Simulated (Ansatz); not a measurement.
## CsPb2Br5 (I4/mcm): spin-orbit coupling beyond the local functionals

Aim: the spin-orbit change of the gap of CsPb2Br5 (I4/mcm).

Calculated with Ansatz 0.2.0; density functionals with and without spin-orbit coupling, plane waves, PAW.

**Experimental background.**

- Gap 3.54 eV: optical absorption edge; solid-state electronic absorption; powder (mechanochemically ground polycrystals) (“Soft crystal lattice and large anharmonicity facilitate the self-trapped excitonic emission in ultrathin 2D nanoplates of RbPb2Br5”, 2022, pmc:9430307).

This is a report of a sequence of runs, with most program output left out.

**1. Starting point**

Symmetry: I4/mcm, No. 140, tetragonal system. Conventional cell: a = 8.485 Å, b = 8.485 Å, c = 15.214 Å, α = 90.00°, β = 90.00°, γ = 90.00°. Nearest to Cs lie 10 Br at 3.70 to 3.80 Å. Nearest to Pb lie 8 Br at 2.92 to 3.36 Å. Nearest to Br lie 4 Pb at 3.16 Å and 2 Cs at 3.80 Å. Nearest to Br lie 3 Pb at 2.92 to 3.36 Å and 2 Cs at 3.70 Å. Farther neighbours and most contacts between anions are not listed.

Geometry: measured lattice cell, ions relaxed with r2SCAN; the structure entry is the Materials Project's. The runs that relaxed it are not among those shown. Spin-orbit coupling is left out unless a step names it. The default PAW set here is soft_2. Its files were made with PBE.

**2. HSE06, 2×2×2 mesh**

This step: DFT, HSE06, plane waves, PAW.

The input, input.yaml:

```yaml
crystal:
  lattice:
    - [-4.2425, 4.2425, 7.60715]
    - [4.2425, -4.2425, 7.60715]
    - [4.2425, 4.2425, -7.60715]
  atoms:
    - { symbol: Cs, position: [0.75, 0.75, 0.0] }
    - { symbol: Cs, position: [0.25, 0.25, 0.0] }
    - { symbol: Pb, position: [0.6670882456, 0.8329117544, 0.5] }
    - { symbol: Pb, position: [0.3329117544, 0.1670882456, 0.5] }
    - { symbol: Pb, position: [0.8329117544, 0.3329117544, 0.1658235089] }
    - { symbol: Pb, position: [0.1670882456, 0.6670882456, 0.8341764911] }
    - { symbol: Br, position: [0.5, 0.5, 0.0] }
    - { symbol: Br, position: [0.0, 0.0, 0.0] }
    - { symbol: Br, position: [0.7172555385, 0.5240738555, 0.5] }
    - { symbol: Br, position: [0.2827444615, 0.4759261445, 0.5] }
    - { symbol: Br, position: [0.0240738555, 0.2172555385, 0.5] }
    - { symbol: Br, position: [0.9759261445, 0.7827444615, 0.5] }
    - { symbol: Br, position: [0.5240738555, 0.0240738555, 0.8068183171] }
    - { symbol: Br, position: [0.4759261445, 0.9759261445, 0.1931816829] }
    - { symbol: Br, position: [0.2172555385, 0.7172555385, 0.1931816829] }
    - { symbol: Br, position: [0.7827444615, 0.2827444615, 0.8068183171] }
kpoints:
  mp_grid: { grid: [2, 2, 2] }
  band_path:
    path:
      - [0.0, 0.0, 0.0]
      - [0.0, 0.0, 0.5]
      - [0.25, 0.25, 0.25]
      - [0.0, 0.5, 0.0]
      - [0.5, 0.5, -0.5]
      - [0.32775705, 0.67224295, -0.32775705]
      - [-0.32775705, 0.32775705, 0.32775705]
      - [-0.15551409, 0.15551409, 0.5]
      - [-0.26220564, 0.26220564, 0.26220564]
      - [0.5, 0.5, -0.431102818]
    npoints: 1
hamiltonian:
  xc: hse06
scf:
  occupations: { method: fixed }
  n_extra_bands: 9
output:
  eigenvalues: true
```

Started as:

```console
> ansatz run input.yaml --threads 3 --pin off --max-ram 92160MiB --backend cuda --events-out ev --progress --plain --runs-dir out --devices 1 --max-vram 13GiB
```

The job ended after 52 s (1 × NVIDIA H100 80GB HBM3 (shared by 6 runs) with 3 threads of AMD EPYC 7R13 (Zen 3), shared host; peak memory 1.7 GiB; 1.7 min of CPU time).

Numbers from this step:

| Quantity | Value |
| --- | --- |
| gap | 3.882 eV |
| valence top at | k = (-0.262, 0.262, 0.262) |
| conduction bottom at | M |
| least direct gap | 4.131 eV |
| exact-exchange fraction | 0.25 |

The gap is indirect, with the least direct gap 0.25 eV higher.

**3. HSE06+SOC, 2×2×2 mesh**

The many-body steps leave out spin-orbit coupling, so its effect is taken from a two-component run, with twice the bands.

This step: DFT, HSE06 with spin-orbit coupling, plane waves, PAW.

input.yaml: that of step 2 with these lines changed.

```diff
@@ -41,3 +41,6 @@
   occupations: { method: fixed }
-  n_extra_bands: 9
+  n_extra_bands: 18
+magnetization:
+  noncollinear: true
+  spin_orbit: true
 output:
```

Run time: 4.7 min. Hardware: 1 × NVIDIA H100 80GB HBM3 (shared by 6 runs) with 3 threads; peak memory 3.6 GiB.

Numbers from this step:

```yaml
gap: 3.290 eV
valence_top_at: k = (-0.262, 0.262, 0.262)
conduction_bottom_at: M
least_direct_gap: 3.500 eV
exact_exchange_fraction: 0.25
```

The gap stands −0.59 eV against HSE06.

**4. Together**

Times are wall times on 1 × NVIDIA H100 80GB HBM3 (shared by 6 runs) with 3 threads of AMD EPYC 7R13 (Zen 3), shared host, good to a factor of about two.

```tsv
level	gap (eV)	with coupling (eV)	change (eV)	time	with coupling
HSE06	3.88	3.29	−0.59	52 s	4.7 min
```

**5. Results**

- HSE06: 3.88 eV
- HSE06+SOC: 3.29 eV

What this shows: Spin-orbit coupling changes the gap by −0.59 eV and the least direct gap by −0.63 eV. Against experiment, by HSE06+SOC: the gap of 3.29 eV lies −0.25 eV from the measured 3.54 eV (electronic, 2022). The lattice is static and excitons are left out.

[Paths, hosts, dates, memory and timing lines, banners, echoed tables and standing remarks are left out of the program output.]

[Logs are printed without paths, hosts, clocks, repeated set-up lines and the standing remarks that a program may print on its own settings, such as how far it seeks lower states.]

[Runs of the session that timed out or met a known fault of the program may be left out.]

[Cells called generated may have been cut or substituted from an entry of the Crystallography Open Database or the Materials Project.]

[Hosts, paths, dates, database ids (printed as entryN), source tags and the programs' standing remarks are cut or masked in the printed files.]
